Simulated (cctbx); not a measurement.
# Diagnosing a refinement

Cell a = 8.0460 Å, b = 8.0460 Å, c = 20.5830 Å, α = 90.00°, β = 90.00°, γ = 120.00°; space group R-3 (no. 148).

The data are simulated with cctbx, not measured: Mo Kα, λ = 0.71073 Å, to d = 0.65 Å, 50 % of the full sphere, strongest reflection 70000 counts, noise from counting, a 2 % proportional error and a noise floor of 15 counts (s.d.); no absorption.

An anisotropic refinement with weights 1/σ² prints:

```text
Rint 0.016, 973 unique reflections to 0.65 A
cycle     R1     wR2    GooF  max shift (A)
   1  0.1882  0.4420  23.003   0.00206
   2  0.0601  0.1824   9.492   0.00002
final R1 0.0601 wR2 0.1824 GooF 9.491  parameters 13  data/parameter 74.8
atom        x        y        z      Ueq    occ   su(xyz)  su(Uiso or U11)
I1     0.26289  0.91136  0.09038   0.0076  1.000  0.00009  0.0003
Fe1    0.33333  0.66667  0.16667  -0.0106  1.000  0.00000  0.0005  NPD
Nb1    0.00000  0.00000  0.00000   0.0234  1.000  0.00000  0.0009
difference map: max 23.29 min -9.45 rms 0.87
Q1    0.0000  0.0000  0.5000    3   23.56  0.00 A from Fe1
Q2    0.0257  0.5959  0.2391   18    6.49  0.10 A from I1
Q3    0.0660  0.1656  0.5162   18    1.31  1.21 A from Fe1
Q4    0.0315  0.0803  0.4487   18    1.26  1.20 A from Fe1
Q5    0.0053  0.1195  0.9978   18    1.20  0.94 A from Nb1
Q6    0.0271  0.1505  0.4800   18    1.19  1.19 A from Fe1
```

**Question.** Can this result stand? If not, what is the likely fault?

Mend it. The fault: elements exchanged: Nb1 is Fe and Fe1 is Nb. Against the right model at the same level, R1 goes from 0.0082 to 0.0601 and GooF from 0.96 to 9.49, U of Fe1 shrinks from 0.0063 to -0.0106 Å², U of Nb1 swells from 0.0059 to 0.0234 Å², the top difference peak, 23.6 e/Å³, lies on Fe1 and Fe1 goes non-positive-definite. Nb1 has 15 electrons too many and its U swells to shed them, as expected; Fe1 has 15 electrons too few and its U shrinks to make up, as expected.

The compound is NbFeI6. The right model at the same level gives:

```text
Rint 0.016, 973 unique reflections to 0.65 A
cycle     R1     wR2    GooF  max shift (A)
   1  0.0805  0.2189  11.391   0.00077
   2  0.0082  0.0185   0.963   0.00000
final R1 0.0082 wR2 0.0185 GooF 0.963  parameters 13  data/parameter 74.8
atom        x        y        z      Ueq    occ   su(xyz)  su(Uiso or U11)
I1     0.26286  0.91124  0.09043   0.0087  1.000  0.00001  0.0000
Nb1    0.33333  0.66667  0.16667   0.0063  1.000  0.00000  0.0001
Fe1    0.00000  0.00000  0.00000   0.0059  1.000  0.00000  0.0001
difference map: max 0.47 min -0.41 rms 0.11
Q1    0.9977  0.4110  0.4801   18    0.48  1.64 A from I1
Q2    0.0278  0.6059  0.3092   18    0.39  1.37 A from I1
Q3    0.0566  0.1719  0.7472   18    0.39  2.24 A from I1
Q4    0.0139  0.9438  0.7768   18    0.38  3.06 A from I1
Q5    0.0154  0.9358  0.9526   18    0.37  1.14 A from Fe1
Q6    0.0703  0.9064  0.4217   18    0.36  1.74 A from I1
```

Isotropic U is held between 0.0001 and 1 Å² by the program, and listed peak heights are interpolated, so they can pass the grid's maximum.

The model was made for the exercise: a known structure type with other elements put in, its volume estimated, not relaxed; displacement parameters are assumed.

[Middle refinement cycles are left out of these outputs.]

[Logs are printed without paths, hosts, clocks, repeated set-up lines and the standing remarks that a program may print on its own settings, such as how far it seeks lower states.]
